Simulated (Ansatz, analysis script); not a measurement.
## CaMn2As2: turning one moment

Aim: the energy that it costs to turn one moment of CaMn2As2 against the others.

Main program and level: Ansatz 0.2.0; PBEsol, PAW set soft_1 (files made for PBE).

This is a report of a sequence of runs, with most program output left out.

## (1) Starting point

It takes space group P-3m1 (No. 164, trigonal). Conventional cell: a = 4.000 Å, b = 4.000 Å, c = 6.996 Å, α = 90.00°, β = 90.00°, γ = 120.00°. Ca has 6 As at 2.99 Å nearest. Nearest to Mn lie 4 As at 2.41 to 2.44 Å. Nearest to As lie 4 Mn at 2.41 to 2.44 Å and 3 Ca at 2.99 Å. Farther neighbours are not listed.

The cell comes from the Materials Project, a database of computed structures, and the real compound, where it exists, may take another one.

The cell of this run holds 5 atoms, 2 of them with a starting moment; values «a cell» refer to the cell of the run in question.

## (2) Collinear start 1: ferro ++

The order that a run ends on hangs on its start, so several orders are typed and the lowest is carried on.

Input file input.yaml:

```yaml
crystal:
  lattice:
    - [4.0003377127, 0.0, 0.0]
    - [-2.0001688564, 3.4643940829, 0.0]
    - [0.0, 0.0, 6.995535]
  atoms:
    - { symbol: Ca, position: [0.0, 0.0, 0.0] }
    - { symbol: Mn, position: [0.33333333, 0.66666667, 0.615869], spin: 3.5 }
    - { symbol: Mn, position: [0.66666667, 0.33333333, 0.384131], spin: 3.5 }
    - { symbol: As, position: [0.66666667, 0.33333333, 0.729099] }
    - { symbol: As, position: [0.33333333, 0.66666667, 0.270901] }
magnetization:
  spin_polarized: true
kpoints:
  mp_grid: { grid: [8, 8, 4] }
hamiltonian:
  xc: pbesol
  pseudopotentials: { kind: paw, azcp: { folder: soft_1 }, xc_functional: pbe }
scf:
  occupations: { method: fermi_dirac, width: 0.05 }
  max_iter: 120
  convergence: { dr2_threshold: 1.0e-08 }
  lower_state_search: "off"
output:
  write_density: true
  write_potential: true
  elf: true
  volumetric_format: npy
```

On the command line:

```sh
> ansatz run input.yaml --threads 4 --pin off --max-ram 8192MiB --backend cpu --events-out ev --progress --plain --runs-dir out
```

Elapsed: 5.9 s, on 4 threads of Arm Neoverse V2, shared host; peak memory 0.54 GiB; 21 s of CPU time.

It ends ferromagnetic, with 2.47 μB on the largest site.

## (3) Collinear start 2: antiferro +-

The density is converged from the given moments; the state reached depends on that start.

input.yaml, the sections that differ from step 2:

```yaml
crystal:
  lattice:
    - [4.0003377127, 0.0, 0.0]
    - [-2.0001688564, 3.4643940829, 0.0]
    - [0.0, 0.0, 6.995535]
  atoms:
    - { symbol: Ca, position: [0.0, 0.0, 0.0] }
    - { symbol: Mn, position: [0.33333333, 0.66666667, 0.615869], spin: 3.5 }
    - { symbol: Mn, position: [0.66666667, 0.33333333, 0.384131], spin: -3.5 }
    - { symbol: As, position: [0.66666667, 0.33333333, 0.729099] }
    - { symbol: As, position: [0.33333333, 0.66666667, 0.270901] }
# magnetization, kpoints, hamiltonian, scf: as in step 2
# output: removed
```

Run time: 10 s. Hardware: 4 threads; peak memory 0.52 GiB.

It ends antiferromagnetic, with 3.13 μB on the largest site.

Between step 2 and this run (antiferromagnetic and initial order antiferro +-) the value for the largest spin moment in the atom's sphere moves from 2.47 μB to 3.13 μB (+27 %).

## (4) The collinear states

```tsv
typed order	atoms	final state	energy (meV/atom)	largest moment (μB)
ferro ++	5	ferromagnetic	76.18	2.47
antiferro +-	5	antiferromagnetic	0.00	3.13
```

The session goes on from the lowest state with moments found, typed antiferro +-.

Spin moment in the atom's sphere by atom:

```tsv
atom	spin moment in the atom's sphere (μB)
Ca1	0.00
Mn2	3.13
Mn3	-3.13
As4	-0.01
As5	0.01
```

Tables count atoms from 1; parts of the log count from 0.

## (5) Mesh refined

Levels at the Fermi energy are partly filled, so moments and energy differences can hang on the k-mesh, and the state is solved again on a denser one.

input.yaml, the sections that differ from step 3:

```yaml
crystal:
  lattice:
    - [4.0003377127, 0.0, 0.0]
    - [-2.0001688564, 3.4643940829, 0.0]
    - [0.0, 0.0, 6.995535]
  atoms:
    - { symbol: Ca, position: [0.0, 0.0, 0.0] }
    - { symbol: Mn, position: [0.33333333, 0.66666667, 0.615869], spin: 3.13 }
    - { symbol: Mn, position: [0.66666667, 0.33333333, 0.384131], spin: -3.13 }
    - { symbol: As, position: [0.66666667, 0.33333333, 0.729099] }
    - { symbol: As, position: [0.33333333, 0.66666667, 0.270901] }
kpoints:
  mp_grid: { grid: [11, 11, 6] }
basis:
  ecutwfc: 420.0
checkpoint:
  read: start
  write: ck
  compress: false
  write_wavefunctions: false
  write_every: 100000
# magnetization, hamiltonian, scf: as in step 3
```

Elapsed: 14 s, on 4 threads; peak memory 0.75 GiB.

Spin moment in the atom's sphere by atom:

```tsv
atom	spin moment in the atom's sphere (μB)
Ca1	0.00
Mn2	3.13
Mn3	-3.13
As4	-0.01
As5	0.01
```

The run ends antiferromagnetic, with a net moment of 0 μB a cell.

## (6) Turned states in one run

A canted state is in general not stationary, so a lock holds the direction of each moment by a field that the run finds for itself, with a floor under its size so that it cannot collapse. One batch solves all states on one mesh, so that their energies can be subtracted.

The input counts atoms from 0. Atom 2 (Mn) is the turned one, and with it all its lattice images.

The runs on spinors take the mesh 10×10×5.

input.yaml, the sections that differ from step 5:

```yaml
crystal:
  lattice:
    - [4.0003377127, 0.0, 0.0]
    - [-2.0001688564, 3.4643940829, 0.0]
    - [0.0, 0.0, 6.995535]
  atoms:
    - { symbol: Ca, position: [0.0, 0.0, 0.0] }
    - { symbol: Mn, position: [0.33333333, 0.66666667, 0.615869], spin: 3.13, spin_axis: [0.0, 0.0, 1.0] }
    - { symbol: Mn, position: [0.66666667, 0.33333333, 0.384131], spin: 3.13, spin_axis: [0.0, 0.0, -1.0] }
    - { symbol: As, position: [0.66666667, 0.33333333, 0.729099] }
    - { symbol: As, position: [0.33333333, 0.66666667, 0.270901] }
kpoints:
  mp_grid: { grid: [10, 10, 5] }
magnetization:
  noncollinear: true
magnetic_configurations:
  lock: { kind: ray, floor_fraction: 0.25 }
  seed: rotate
  angular_fan:
    site: 2
    rotation_axis: [0, 1, 0]
    angles_deg: [0, 30, 60, 90, 135, 180]
# hamiltonian, scf, basis: as in step 5
# checkpoint: removed
```

The job ended after 44 min (4 threads; peak memory 5.1 GiB; 3 h of CPU time).

The batch gives an energy and a set of moments for each member that converges.

## (7) Analysis

All numbers here come from the batch. Energies are free energies plus the run's first-order correction to the targets, less the reference.

```tsv
angle (°)	energy (meV a cell)	turned moment (μB)
0	0.00	3.130
30	34.50	3.110
60	124.23	3.022
90	228.23	2.883
135	345.15	2.601
180	380.48	2.479
```

A fit E(θ) = A (1 − cos θ) + B sin²θ to the 3 turned states whose moment kept its size within 15 % gives A = 189 meV and B = 39.2 meV, with an r.m.s. miss of 0.40 meV. A > 0 favours the reference's alignment.

## (8) Summary of results

```yaml
energy_at_180: 380 meV a cell
turned_moment: 3.13 μB at 0°, 2.48 μB at 180°
bilinear_term_a: 189 meV
biquadratic_term_b: 39.2 meV
```

What this shows: Every turn costs energy, 380 meV a cell at 180°, so the antiferromagnetic reference is stable against this one rotation; no orders other than those typed and the 180° state were run. The turned moment goes from 3.13 to 2.48 μB, so its size depends on the angle, which a model of rigid spins leaves out. The biquadratic term is 21 % of the bilinear one, so a Heisenberg term alone is not enough; B > 0 favours collinear states. With two magnetic atoms a cell and E = −Σ J e·e over ordered pairs, the couplings of one atom to all images of the other sum to -94.6 meV. Spin–orbit coupling is switched off, and couplings of the turned atom to its own lattice images don't enter, since these turn with it. Energies are free energies at a smearing of 0.05 eV, and with partly filled levels differences shift, at times strongly, as the smearing goes to zero. In doubt: the program's search for lower states was switched off, so a lower magnetic state than those reached may exist.

[Logs and program files are shortened in this print: banners, set-up blocks, solver, clock and traceback lines can be left out without a mark of their own.]

[Logs are printed without paths, hosts, clocks, repeated set-up lines and the standing remarks that a program may print on its own settings, such as how far it seeks lower states.]

[Hosts, paths, dates, database ids (printed as entryN), source tags and the programs' standing remarks are cut or masked in the printed files.]
